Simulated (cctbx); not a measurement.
# What is wrong with this refinement?

Cell a = 4.5460 Å, b = 4.5460 Å, c = 17.2580 Å, α = 90.00°, β = 90.00°, γ = 90.00°; space group I4/mmm (no. 139). The compound is NdZrPb.

The data are simulated with cctbx, not measured: Ag Kα, λ = 0.56087 Å, to d = 0.6 Å, 50 % of the full sphere, strongest reflection 70000 counts, noise from counting, a 2 % proportional error and a noise floor of 4 counts (s.d.); no absorption.

An anisotropic refinement with weights 1/σ² prints:

```text
Rint 0.018, 301 unique reflections to 0.60 A
cycle     R1     wR2    GooF  max shift (A)
   1  0.2985  0.5971  41.435   0.00251
   2  0.1568  0.3575  24.810   0.00023
final R1 0.1559 wR2 0.3575 GooF 24.808  parameters 9  data/parameter 33.4
atom        x        y        z      Ueq    occ   su(xyz)  su(Uiso or U11)
Pb1    0.50000  0.50000  0.36222   0.0079  1.000  0.00015  0.0009
Zr1    0.50000  0.50000  0.16893  -0.0005  1.000  0.00027  0.0010  NPD
Nd1    0.50000  0.00000  0.00000   0.0264  1.000  0.00000  0.0028
difference map: max 66.69 min -10.12 rms 4.40
Q1    0.0000  0.0000  0.3345    4   66.75  0.06 A from Zr1
Q2    0.0000  0.0000  0.1355    4   59.79  0.04 A from Pb1
Q3    0.0000  0.0000  0.0788    4    5.82  1.02 A from Pb1
Q4    0.0000  0.0000  0.4300    4    5.19  1.71 A from Zr1
Q5    0.0000  0.0000  0.4664    4    5.04  2.34 A from Zr1
Q6    0.0000  0.0000  0.0000    2    4.72  2.27 A from Nd1
```

**Question.** Can this result stand? If not, what is the likely fault?

Mend it. The fault: elements exchanged: Nd1 is Zr and Zr1 is Nd. Against the right model at the same level, R1 goes from 0.0062 to 0.1559 and GooF from 0.94 to 24.81, U of Zr1 shrinks from 0.0166 to -0.0005 Å², U of Pb1 shrinks from 0.0129 to 0.0079 Å², the top difference peak, 66.8 e/Å³, lies on Zr1 and Zr1 goes non-positive-definite. Nd1 has 20 electrons too many and its U swells to shed them, as expected; Zr1 has 20 electrons too few and its U shrinks to make up, as expected.

The compound is NdZrPb. The right model at the same level gives:

```text
Rint 0.018, 301 unique reflections to 0.60 A
cycle     R1     wR2    GooF  max shift (A)
   1  0.0063  0.0138   0.957   0.00008
   2  0.0062  0.0135   0.938   0.00000
final R1 0.0062 wR2 0.0135 GooF 0.938  parameters 9  data/parameter 33.4
atom        x        y        z      Ueq    occ   su(xyz)  su(Uiso or U11)
Pb1    0.50000  0.50000  0.36230   0.0129  1.000  0.00001  0.0000
Nd1    0.50000  0.50000  0.16880   0.0166  1.000  0.00001  0.0000
Zr1    0.50000  0.00000  0.00000   0.0187  1.000  0.00000  0.0001
difference map: max 0.61 min -0.44 rms 0.12
Q1    0.1480  0.1480  0.5000    8    0.62  1.74 A from Zr1
Q2    0.0000  0.0000  0.4316    4    0.61  1.73 A from Nd1
Q3    0.0000  0.0000  0.0941    4    0.48  0.75 A from Pb1
Q4    0.0834  0.0834  0.2455   16    0.45  1.57 A from Nd1
Q5    0.0000  0.4036  0.0860   16    0.40  1.55 A from Zr1
Q6    0.0000  0.2189  0.4725   16    0.39  1.36 A from Zr1
```

Isotropic U is held between 0.0001 and 1 Å² by the program, and listed peak heights are interpolated, so they can pass the grid's maximum.

The model was made for the exercise: a known structure type with other elements put in, its volume estimated, not relaxed; displacement parameters are assumed.

[Middle refinement cycles are left out of these outputs.]

[Logs are printed without paths, hosts, clocks, repeated set-up lines and the standing remarks that a program may print on its own settings, such as how far it seeks lower states.]
